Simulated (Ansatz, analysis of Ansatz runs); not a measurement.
# A hop of O in AlBO3 (R-3c), charge 0

How high is the barrier when O changes place in AlBO3 (R-3c)? The case: V_O hop (2.4 Å), charge 0, in a cell of 80 host atoms with 1 O taken out.

Method: plane-wave PAW DFT, PBEsol; nudged elastic band between two relaxed defect structures, in Ansatz 0.2.0.

### Step 1. The structure

The cell holds 79 atoms: 16 Al, 16 B and 47 O. Cell: a = 10.516 Å, b = 10.516 Å, c = 10.516 Å, α = 50.4°, β = 50.4°, γ = 50.4°. It derives from AlBO3 (space group R-3c). Nearest the centre at fractional (0.702, 0.548, 0.125): B62 at 0.69 Å, O79 at 1.19 Å, O26 at 2.07 Å, Al21 at 2.32 Å, Al42 at 2.32 Å, O45 at 2.40 Å, O46 at 2.45 Å, O67 at 2.45 Å.

The cell's shortest repeat is 9.0 Å.

### Step 2. Relaxation of the start point, charge 0

A barrier is counted from a minimum, so both ends are relaxed first. Small random displacements break the symmetry of the ideal sites, so that the defect can distort if it gains by it.

q0.start/input.yaml reads:

```yaml
crystal:
  lattice:
    - [4.47530425, 2.58381811, 9.15826506]
    - [-4.47530425, 2.58381811, 9.15826506]
    - [0.0, -5.16763623, 9.15826506]
  atoms:
    - { symbol: Al, position: [0.0, 0.0, 0.0] }
    - { symbol: Al, position: [0.25, 0.25, 0.25] }
    - { symbol: B, position: [0.125, 0.125, 0.125] }
    - { symbol: B, position: [0.375, 0.375, 0.375] }
    - { symbol: O, position: [0.125, 0.47063163, 0.27936837] }
    - { symbol: O, position: [0.47063163, 0.27936837, 0.125] }
    - { symbol: O, position: [0.22063163, 0.375, 0.02936837] }
    - { symbol: O, position: [0.375, 0.02936837, 0.22063163] }
    - { symbol: O, position: [0.02936837, 0.22063163, 0.375] }
    - { symbol: O, position: [0.27936837, 0.125, 0.47063163] }
    - { symbol: Al, position: [0.0, 0.0, 0.5] }
    - { symbol: Al, position: [0.25, 0.25, 0.75] }
    - { symbol: B, position: [0.125, 0.125, 0.625] }
    - { symbol: B, position: [0.375, 0.375, 0.875] }
    - { symbol: O, position: [0.125, 0.47063163, 0.77936837] }
    - { symbol: O, position: [0.47063163, 0.27936837, 0.625] }
    - { symbol: O, position: [0.22063163, 0.375, 0.52936837] }
    - { symbol: O, position: [0.375, 0.02936837, 0.72063163] }
    - { symbol: O, position: [0.02936837, 0.22063163, 0.875] }
    - { symbol: O, position: [0.27936837, 0.125, 0.97063163] }
    - { symbol: Al, position: [0.0, 0.5, 0.0] }
    - { symbol: Al, position: [0.25, 0.75, 0.25] }
    - { symbol: B, position: [0.125, 0.625, 0.125] }
    - { symbol: B, position: [0.375, 0.875, 0.375] }
    - { symbol: O, position: [0.125, 0.97063163, 0.27936837] }
    - { symbol: O, position: [0.47063163, 0.77936837, 0.125] }
    - { symbol: O, position: [0.22063163, 0.875, 0.02936837] }
    - { symbol: O, position: [0.375, 0.52936837, 0.22063163] }
    - { symbol: O, position: [0.02936837, 0.72063163, 0.375] }
    - { symbol: O, position: [0.27936837, 0.625, 0.47063163] }
    - { symbol: Al, position: [0.0, 0.5, 0.5] }
    - { symbol: Al, position: [0.25, 0.75, 0.75] }
    - { symbol: B, position: [0.125, 0.625, 0.625] }
    - { symbol: B, position: [0.375, 0.875, 0.875] }
    - { symbol: O, position: [0.125, 0.97063163, 0.77936837] }
    - { symbol: O, position: [0.47063163, 0.77936837, 0.625] }
    - { symbol: O, position: [0.22063163, 0.875, 0.52936837] }
    - { symbol: O, position: [0.375, 0.52936837, 0.72063163] }
    - { symbol: O, position: [0.02936837, 0.72063163, 0.875] }
    - { symbol: O, position: [0.27936837, 0.625, 0.97063163] }
    - { symbol: Al, position: [0.5, 0.0, 0.0] }
    - { symbol: Al, position: [0.75, 0.25, 0.25] }
    - { symbol: B, position: [0.625, 0.125, 0.125] }
    - { symbol: B, position: [0.875, 0.375, 0.375] }
    - { symbol: O, position: [0.97063163, 0.27936837, 0.125] }
    - { symbol: O, position: [0.72063163, 0.375, 0.02936837] }
    - { symbol: O, position: [0.875, 0.02936837, 0.22063163] }
    - { symbol: O, position: [0.52936837, 0.22063163, 0.375] }
    - { symbol: O, position: [0.77936837, 0.125, 0.47063163] }
    - { symbol: Al, position: [0.5, 0.0, 0.5] }
    - { symbol: Al, position: [0.75, 0.25, 0.75] }
    - { symbol: B, position: [0.625, 0.125, 0.625] }
    - { symbol: B, position: [0.875, 0.375, 0.875] }
    - { symbol: O, position: [0.625, 0.47063163, 0.77936837] }
    - { symbol: O, position: [0.97063163, 0.27936837, 0.625] }
    - { symbol: O, position: [0.72063163, 0.375, 0.52936837] }
    - { symbol: O, position: [0.875, 0.02936837, 0.72063163] }
    - { symbol: O, position: [0.52936837, 0.22063163, 0.875] }
    - { symbol: O, position: [0.77936837, 0.125, 0.97063163] }
    - { symbol: Al, position: [0.5, 0.5, 0.0] }
    - { symbol: Al, position: [0.75, 0.75, 0.25] }
    - { symbol: B, position: [0.625, 0.625, 0.125] }
    - { symbol: B, position: [0.875, 0.875, 0.375] }
    - { symbol: O, position: [0.625, 0.97063163, 0.27936837] }
    - { symbol: O, position: [0.97063163, 0.77936837, 0.125] }
    - { symbol: O, position: [0.72063163, 0.875, 0.02936837] }
    - { symbol: O, position: [0.875, 0.52936837, 0.22063163] }
    - { symbol: O, position: [0.52936837, 0.72063163, 0.375] }
    - { symbol: O, position: [0.77936837, 0.625, 0.47063163] }
    - { symbol: Al, position: [0.5, 0.5, 0.5] }
    - { symbol: Al, position: [0.75, 0.75, 0.75] }
    - { symbol: B, position: [0.625, 0.625, 0.625] }
    - { symbol: B, position: [0.875, 0.875, 0.875] }
    - { symbol: O, position: [0.625, 0.97063163, 0.77936837] }
    - { symbol: O, position: [0.97063163, 0.77936837, 0.625] }
    - { symbol: O, position: [0.72063163, 0.875, 0.52936837] }
    - { symbol: O, position: [0.875, 0.52936837, 0.72063163] }
    - { symbol: O, position: [0.52936837, 0.72063163, 0.875] }
    - { symbol: O, position: [0.77936837, 0.625, 0.97063163] }
basis:
  ecutwfc: 420
  xc_grid: 2
hamiltonian:
  xc: pbesol
kpoints:
  mp_grid: { grid: [1, 1, 1], shift: [0.25, 0.25, 0.25] }
scf:
  occupations: { method: fixed }
  max_iter: 150
output:
  forces: true
relax:
  f_tol: 0.02
  max_steps: 70
  random_displacement: { amplitude: 0.03, seed: 8996 }
```

On the command line:

```bash
$ ansatz run input.yaml --threads 4 --pin off --max-ram 14131MiB --backend cpu --events-out ev --progress --plain --runs-dir out
```

Numbers of over 12 decimals in the logs are rounded to 6 here.

Log:

```text
[... repeated set-up lines and file paths are left out, and long positions are rounded to six places ...]
The last accepted step is kept in <dir> (removed where the run ends without a failure and the disk answers)
Engine: ansatz 0.2.0, x86_64-unknown-linux-gnu
Pseudopotentials: kind: paw
Pseudopotential: Al, paw, valence charge 3, recommended cutoff 420 eV (normal), Al.paw.azcp
Pseudopotential: B, paw, valence charge 3, recommended cutoff 420 eV (normal), B.paw.azcp
Pseudopotential: O, paw, valence charge 6, recommended cutoff 420 eV (normal), O.paw.azcp
Functional definition: PBEsol
  exchange = pbesol_x
  correlation = pbesol_c
Crystal: 79 atoms, lattice volume = 635.403 Å³
Basis set: ecut = 420 eV, 12439 PW (Γ), exchange–correlation on 144×144×144 points (8 copies of the dense FFT grid, shifted against one another)
Bands: 268, of which v1, the nominal top of the filled ones, is band 189 counted from 1 (188 counted from 0)
Symmetry: 1 space group operations
k-points: 1
Non-local potential: Al, projectors of the file, l = 0: 2, l = 1: 2, l = 2: 1
Non-local potential: B, projectors of the file, l = 0: 2, l = 1: 2, l = 2: 1
Non-local potential: O, projectors of the file, l = 0: 2, l = 1: 2, l = 2: 1
PAW form: soft (Blöchl's): semilocal exchange-correlation on the pseudo side does not see the compensation charge
PAW frozen core: Al, regenerated for the run's functional, and the local potential with it (the file was generated under x = pbe(κ = 0.804, μ = 0.219515), c = pbe(β = 0.066725))
PAW frozen core: B, regenerated for the run's functional, and the local potential with it (the file was generated under x = pbe(κ = 0.804, μ = 0.219515), c = pbe(β = 0.066725))
PAW frozen core: O, regenerated for the run's functional, and the local potential with it (the file was generated under x = pbe(κ = 0.804, μ = 0.219515), c = pbe(β = 0.066725))
PAW one-centre angular grid: Al, 110 points (default); XC on 64 Gauss nodes
PAW one-centre angular grid: B, 110 points (default); XC on 64 Gauss nodes
PAW one-centre angular grid: O, 110 points (default); XC on 64 Gauss nodes
Initial density: superposition of atomic densities (neutral atoms: chi_scale 0, normalization atom), corrected by the library's trained network
Initial wavefunctions: pseudopotential atomic-orbital guess
Functional: x = pbesol(κ = 0.804, μ = 0.123457), c = pbesol(β = 0.046)
SCF iter   1: F=—  HF=-37289.738114 eV  |F-HF|=—  |Δ(HF+E_count)|=         —  Δρ=1.45e-2  dr2=1.14e0  ethr=1.77e-3  ⟨swp⟩=5.0  Hψ=849  notcnv=0  defer=76
preconditioner: auto → Resta (q_TF=auto, 2.502 Å⁻¹)  ε∞=3.6  [insulator: Δε(μ)=3.774 eV  Ē_g=17.659 eV  n_scr=180 (ndim 8)  ℏωp=28.6 eV  f_vac=0.000  ε∞_Penn≈3.6]
SCF iter   2: F=—  HF=-37289.393411 eV  |F-HF|=—  |Δ(HF+E_count)|=   3.45e-1  Δρ=2.56e-3  dr2=7.00e-2  ethr=3.01e-4  ⟨swp⟩=2.0  Hψ=421  notcnv=0  defer=76
SCF iter   3: F=—  HF=-37289.379354 eV  |F-HF|=—  |Δ(HF+E_count)|=   1.41e-2  Δρ=1.37e-3  dr2=1.93e-2  ethr=1.85e-5  ⟨swp⟩=4.0  Hψ=344  notcnv=0  defer=53
automatic band count: iteration 3 solves 244 bands in place of 268: the levels show a gap, and the empty bands left out lie too high to hold charge; the band table lists the bands solved (type scf.n_extra_bands for more)
SCF iter   4: F=—  HF=-37289.373709 eV  |F-HF|=—  |Δ(HF+E_count)|=   5.65e-3  Δρ=2.64e-4  dr2=4.65e-4  ethr=5.10e-6  ⟨swp⟩=3.0  Hψ=342  notcnv=0  defer=53
SCF iter   5: F=—  HF=-37289.373329 eV  |F-HF|=—  |Δ(HF+E_count)|=   3.80e-4  Δρ=1.90e-4  dr2=1.63e-4  ethr=1.23e-7  ⟨swp⟩=3.0  Hψ=431  notcnv=0  defer=53
SCF iter   6: F=-37289.373285 eV  HF=-37289.373286 eV  |F-HF|=1.03e-6  |Δ(HF+E_count)|=   4.26e-5  Δρ=3.36e-5  dr2=5.02e-6  ethr=2.65e-9  ⟨swp⟩=3.0  Hψ=877  notcnv=0
SCF 1 converged in 6 iterations: F = -37289.373285 eV  dr2 = 5.02e-6
  greatest PAW one-centre occupation: 0.863 electrons in one spin orbital (limit 2), on the O atom at site 78 (counted from 0), in its partial waves of l = 0
relax step   1: F+E_penalty+E_count = -37289.37328506 eV  Δ(F+E_penalty+E_count) = +0.000e0 eV  max|allowed force component| = 2.627e0 eV/Å  Δτ_max = 0.0000 Å  (6 SCF iters, dr2 threshold 1.00e-5 eV, accepted)
[... the SCF cycles and remarks between the steps are left out from here to the last step ...]
relax step   2: F+E_penalty+E_count = -37290.15815272 eV  Δ(F+E_penalty+E_count) = -7.849e-1 eV  max|allowed force component| = 1.293e0 eV/Å  Δτ_max = 0.1126 Å  (5 SCF iters, dr2 threshold 1.00e-4 eV, accepted)
relax step   3: F+E_penalty+E_count = -37290.44850284 eV  Δ(F+E_penalty+E_count) = -2.904e-1 eV  max|allowed force component| = 5.988e-1 eV/Å  Δτ_max = 0.1022 Å  (5 SCF iters, dr2 threshold 1.00e-4 eV, accepted)
relax step   4: F+E_penalty+E_count = -37290.47058811 eV  Δ(F+E_penalty+E_count) = -2.209e-2 eV  max|allowed force component| = 8.121e-2 eV/Å  Δτ_max = 0.0322 Å  (4 SCF iters, dr2 threshold 7.69e-5 eV, accepted)
relax step   5: F+E_penalty+E_count = -37290.47177184 eV  Δ(F+E_penalty+E_count) = -1.184e-3 eV  max|allowed force component| = 2.918e-2 eV/Å  Δτ_max = 0.0049 Å  (5 SCF iters, dr2 threshold 4.12e-7 eV, accepted)
SCF iter   1: F=—  HF=-37290.472266 eV  |F-HF|=—  |Δ(HF+E_count)|=         —  Δρ=1.40e-4  dr2=1.09e-4  ethr=2.65e-7  ⟨swp⟩=2.0  Hψ=451  notcnv=0  defer=53
automatic band count: iteration 1 solves 244 bands in place of 268: the levels show a gap, and the empty bands left out lie too high to hold charge; the band table lists the bands solved (type scf.n_extra_bands for more)
SCF iter   2: F=—  HF=-37290.472231 eV  |F-HF|=—  |Δ(HF+E_count)|=   3.48e-5  Δρ=7.13e-5  dr2=2.79e-5  ethr=2.89e-8  ⟨swp⟩=3.0  Hψ=383  notcnv=0  defer=46
SCF iter   3: F=—  HF=-37290.471921 eV  |F-HF|=—  |Δ(HF+E_count)|=   3.10e-4  Δρ=1.71e-5  dr2=1.50e-6  ethr=7.39e-9  ⟨swp⟩=2.0  Hψ=340  notcnv=0  defer=46
SCF iter   4: F=—  HF=-37290.471921 eV  |F-HF|=—  |Δ(HF+E_count)|=   3.56e-7  Δρ=5.73e-6  dr2=1.93e-7  ethr=3.98e-10  ⟨swp⟩=2.0  Hψ=376  notcnv=0  defer=46
SCF iter   5: F=-37290.471921 eV  HF=-37290.471921 eV  |F-HF|=7.55e-9  |Δ(HF+E_count)|=   4.55e-8  Δρ=1.46e-6  dr2=1.53e-8  ethr=2.65e-11  ⟨swp⟩=4.0  Hψ=690  notcnv=0
SCF 6 converged in 5 iterations: F = -37290.471921 eV  dr2 = 1.53e-8
relax step   6: F+E_penalty+E_count = -37290.47192102 eV  Δ(F+E_penalty+E_count) = -1.492e-4 eV  max|allowed force component| = 3.940e-3 eV/Å  Δτ_max = 0.0015 Å  (5 SCF iters, accepted)
SCF converged after 5 iterations
Free energy (F): -37290.471921 eV
Harris-Foulkes:  -37290.471921 eV  (|F-HF|=7.55e-9)
Internal energy: -37290.471921 eV  (E = F + TS)
E sigma→0 (E₀):  -37290.471921 eV
Fermi energy:    8.586435 eV
--- Per-component energies (eV) ---
  E_band       = -64.922358
  E_kinetic    = 9552.025410
  E_local      = -16566.808628  (includes V_loc(G=0)·N_el)
  E_nonlocal   = 2611.636792
  E_hartree    = 5835.380365
  E_xc         = -4593.586913
  E_vxc        = -5509.088597  (∫ρ·V_xc dr)
  E_paw        = -15680.875179  (= ΣΔE_a)
  E_vpaw       = -1823.566695  (= ΣTr[D̂ρ^β])
  E_aug_tail   = 0.119731  (compensation charges beyond the density's cutoff)
  E_ewald      = -18450.563632
  E_core_change = 2.200131  (= ΣΔE_core)
  E_smearing   = -0.000000  (= −TS)
  E_closure    = -0.000000  (closes the sum)
  Σ components = -37290.471921   (vs F -37290.471921, Δ=0.00e0)
--- Forces (eV/Å), atoms counted from 1 ---
  atom   1  Al    -0.00016026    -0.00023774     0.00101171
  atom   2  Al    -0.00060057     0.00029490     0.00150065
  [... 18 atoms left out ...]
  atom  21  Al    -0.00034354    -0.00152322    -0.00085589
  [... 4 atoms left out ...]
  atom  26  O     -0.00323714     0.00063983    -0.00000031
  [... 15 atoms left out ...]
  atom  42  Al    -0.00000771     0.00056203    -0.00187531
  [... 2 atoms left out ...]
  atom  45  O      0.00285039     0.00113430     0.00046463
  atom  46  O      0.00099998     0.00177834    -0.00234170
  [... 15 atoms left out ...]
  atom  62  B      0.00155003    -0.00271045     0.00027723
  [... 4 atoms left out ...]
  atom  67  O      0.00024497     0.00076785     0.00172036
  [... 2 atoms left out ...]
  atom  70  Al    -0.00202324    -0.00107807     0.00206553
  atom  71  Al    -0.00129969     0.00043997    -0.00091137
  [... 7 atoms left out ...]
  atom  79  O      0.00098128     0.00379664     0.00125104
  max |Σ_I F_I| component: 7.80e-6 eV/Å
--- Relaxed structure (6 steps of the walk, 6 accepted, 0 SCFs on fresh bases) ---
  F+E_penalty+E_count = -37290.47192102 eV   max|allowed force component| = 3.940e-3 eV/Å
  atoms:
    - { symbol: Al, position: [-0.000479, 0.000614, 6.877587476092506e-5] }
    - { symbol: Al, position: [0.249989, 0.250831, 0.248922] }
    [... 18 atoms left out ...]
    - { symbol: Al, position: [-0.001689, 0.500708, 0.000495] }
    [... 4 atoms left out ...]
    - { symbol: O, position: [0.473562, 0.770208, 0.130186] }
    [... 15 atoms left out ...]
    - { symbol: Al, position: [0.747975, 0.255773, 0.245969] }
    [... 2 atoms left out ...]
    - { symbol: O, position: [0.969940, 0.280171, 0.125011] }
    - { symbol: O, position: [0.719856, 0.374480, 0.027510] }
    [... 15 atoms left out ...]
    - { symbol: B, position: [0.624719, 0.607877, 0.142408] }
    [... 4 atoms left out ...]
    - { symbol: O, position: [0.873434, 0.529838, 0.220931] }
    [... 2 atoms left out ...]
    - { symbol: Al, position: [0.501541, 0.504282, 0.494410] }
    - { symbol: Al, position: [0.748174, 0.749095, 0.753896] }
    [... 7 atoms left out ...]
    - { symbol: O, position: [0.775884, 0.620063, 0.980079] }
```

Wall time 17 s (4 threads of Intel Xeon Platinum 8559C (Emerald Rapids), shared host); peak memory 1.2 GiB; 60 s of CPU time.

Relaxation path:

```csv
step,energy less that of the first step (eV),largest force component (eV/Å)
1,0.0000,2.6273
2,-0.7849,1.2930
3,-1.0752,0.5988
4,-1.0973,0.0812
5,-1.0985,0.0292
6,-1.0986,0.0039
```

The atoms that moved most (Å, from the sites as typed, ahead of the random displacement, the mean shift of all atoms taken out):

```csv
atom,dx,dy,dz,length
B62,0.078,-0.135,0.000,0.156
O79,0.009,-0.071,0.009,0.072
O26,0.057,-0.043,-0.009,0.072
Al70,-0.010,0.044,0.002,0.045
Al42,-0.032,0.030,-0.003,0.044
O16,-0.008,0.031,-0.007,0.032
O49,-0.022,0.022,0.007,0.032
O68,-0.006,0.002,0.029,0.030
```

Neighbours of O79 at the end:

```csv
atom,distance (Å)
B62,1.406
Al21,1.909
Al71,1.961
O26,2.338
O45,2.641
O46,2.681
O66,2.687
O67,2.716
O15,2.717
O74,2.740
O75,2.743
```

This step gave:

```
free energy                                                                                       : -37290.4719 eV
r.m.s. move of the farther half of the atoms                                                      : 0.006421 Å
largest move from the ideal geometry of this structure, a common shift of the far atoms taken out : 0.1606 Å
```

The relaxation gained 1.099 eV and ended with a largest force component of 0.0039 eV/Å.

### Step 3. Relaxation of the end point, charge 0

The end point is relaxed in the same cell and settings, so that the two energies compare. Atoms more than 3.2 Å from the middle of the hop start where the first relaxation left them, the nearer ones on or close to their ideal places, with small random displacements.

q0.end/input.yaml reads:

```yaml
crystal:
  lattice:
    - [4.47530425, 2.58381811, 9.15826506]
    - [-4.47530425, 2.58381811, 9.15826506]
    - [0.0, -5.16763623, 9.15826506]
  atoms:
    - { symbol: Al, position: [-0.00022083, -1.101e-05, 0.00047519] }
    - { symbol: Al, position: [0.25024755, 0.25020584, 0.24932833] }
[... 18 atom lines left out ...]
    - { symbol: Al, position: [0.0, 0.5, 0.0] }
[... 4 atom lines left out ...]
    - { symbol: O, position: [0.47063163, 0.77936837, 0.125] }
[... 1 atom line left out ...]
    - { symbol: O, position: [0.375, 0.52936837, 0.22063163] }
[... 13 atom lines left out ...]
    - { symbol: Al, position: [0.75, 0.25, 0.25] }
[... 2 atom lines left out ...]
    - { symbol: O, position: [0.97063163, 0.27936837, 0.125] }
    - { symbol: O, position: [0.72063163, 0.375, 0.02936837] }
[... 15 atom lines left out ...]
    - { symbol: B, position: [0.625, 0.625, 0.125] }
[... 3 atom lines left out ...]
    - { symbol: O, position: [0.72063163, 0.875, 0.02936837] }
    - { symbol: O, position: [0.875, 0.52936837, 0.22063163] }
[... 2 atom lines left out ...]
    - { symbol: Al, position: [0.5, 0.5, 0.5] }
    - { symbol: Al, position: [0.75, 0.75, 0.75] }
[... 7 atom lines left out ...]
    - { symbol: O, position: [0.625, 0.471048, 1.278952] }
basis:
  ecutwfc: 420
  xc_grid: 2
hamiltonian:
  xc: pbesol
kpoints:
  mp_grid: { grid: [1, 1, 1], shift: [0.25, 0.25, 0.25] }
scf:
  occupations: { method: fixed }
  max_iter: 150
output:
  forces: true
relax:
  f_tol: 0.02
  max_steps: 70
  random_displacement: { amplitude: 0.01, seed: 8996 }
```

Log:

```text
[...]
Crystal: 79 atoms, lattice volume = 635.403 Å³
Basis set: ecut = 420 eV, 12439 PW (Γ), exchange–correlation on 144×144×144 points (8 copies of the dense FFT grid, shifted against one another)
Bands: 268, of which v1, the nominal top of the filled ones, is band 189 counted from 1 (188 counted from 0)
Symmetry: 1 space group operations
k-points: 1
[...]
SCF iter   1: F=—  HF=-37290.528051 eV  |F-HF|=—  |Δ(HF+E_count)|=         —  Δρ=1.44e-2  dr2=1.10e0  ethr=1.77e-3  ⟨swp⟩=5.0  Hψ=849  notcnv=0  defer=76
[...]
SCF iter   6: F=-37290.177376 eV  HF=-37290.177379 eV  |F-HF|=2.29e-6  |Δ(HF+E_count)|=   2.01e-5  Δρ=3.31e-5  dr2=5.14e-6  ethr=2.65e-9  ⟨swp⟩=3.0  Hψ=885  notcnv=0
SCF 1 converged in 6 iterations: F = -37290.177376 eV  dr2 = 5.14e-6
[...]
max |Σ_I F_I| component: 1.67e-5 eV/Å
--- Relaxed structure (5 steps of the walk, 5 accepted, 0 SCFs on fresh bases) ---
  F+E_penalty+E_count = -37290.47191788 eV   max|allowed force component| = 4.829e-3 eV/Å
  atoms:
    - { symbol: Al, position: [-0.000606, -0.000116, 0.001013] }
    - { symbol: Al, position: [0.249620, 0.250337, 0.249847] }
[...]
- { symbol: Al, position: [-0.005532, 0.501854, 0.003973] }
[...]
- { symbol: O, position: [0.480003, 0.776303, 0.119779] }
[...]
- { symbol: Al, position: [0.749532, 0.251566, 0.249403] }
[...]
- { symbol: O, position: [0.970100, 0.279875, 0.124924] }
    - { symbol: O, position: [0.720399, 0.376394, 0.028992] }
    [... 15 atoms left out ...]
    - { symbol: B, position: [0.642367, 0.625144, 0.107505] }
    [... 4 atoms left out ...]
    - { symbol: O, position: [0.875776, 0.529981, 0.222428] }
    [... 2 atoms left out ...]
    - { symbol: Al, position: [0.501130, 0.501697, 0.496033] }
    - { symbol: Al, position: [0.745948, 0.748342, 0.755472] }
    [... 7 atoms left out ...]
    - { symbol: O, position: [0.630159, 0.473971, 1.269856] }
[key lines of the parts left out:]
SCF converged after 5 iterations
Free energy (F): -37290.471918 eV
Fermi energy:    8.584388 eV
```

It took 14 s on 4 threads; peak memory 1.2 GiB; 49 s of CPU time.

Step by step:

```csv
step,energy less that of the first step (eV),largest force component (eV/Å)
1,0.0000,1.3495
2,-0.2306,0.6394
3,-0.2916,0.1407
4,-0.2942,0.0289
5,-0.2945,0.0048
```

The atoms that moved most (Å, from the sites as typed, ahead of the random displacement):

```csv
atom,dx,dy,dz,length
B62,0.078,0.136,0.000,0.156
O26,0.056,0.043,0.010,0.072
O79,0.011,0.068,-0.009,0.069
Al71,-0.010,-0.043,-0.002,0.044
Al21,-0.032,-0.030,0.003,0.044
O15,-0.027,-0.017,-0.005,0.032
O67,0.002,-0.006,0.029,0.030
Al70,-0.002,0.028,-0.010,0.030
```

Neighbours of O79 at the end:

```csv
atom,distance (Å)
B62,1.406
Al42,1.909
Al70,1.961
O26,2.338
O45,2.642
O67,2.681
O28,2.687
O46,2.716
O49,2.717
O30,2.740
O16,2.743
```

This step gave:

| Item | Value |
| --- | --- |
| free energy | -37290.4719 eV |
| r.m.s. move of the farther half of the atoms | 0.006214 Å |
| largest move from the ideal geometry of this structure, a common shift of the far atoms taken out | 0.1606 Å |

The relaxation gained 0.295 eV and ended with a largest force component of 0.0048 eV/Å. The end lies within 1 meV of the start.

[end of part 1 of 5]

[Logs are printed without paths, hosts, clocks, repeated set-up lines and the standing remarks that a program may print on its own settings, such as how far it seeks lower states.]

[Hosts, paths, dates, database ids (printed as entryN), source tags and the programs' standing remarks are cut or masked in the printed files.]
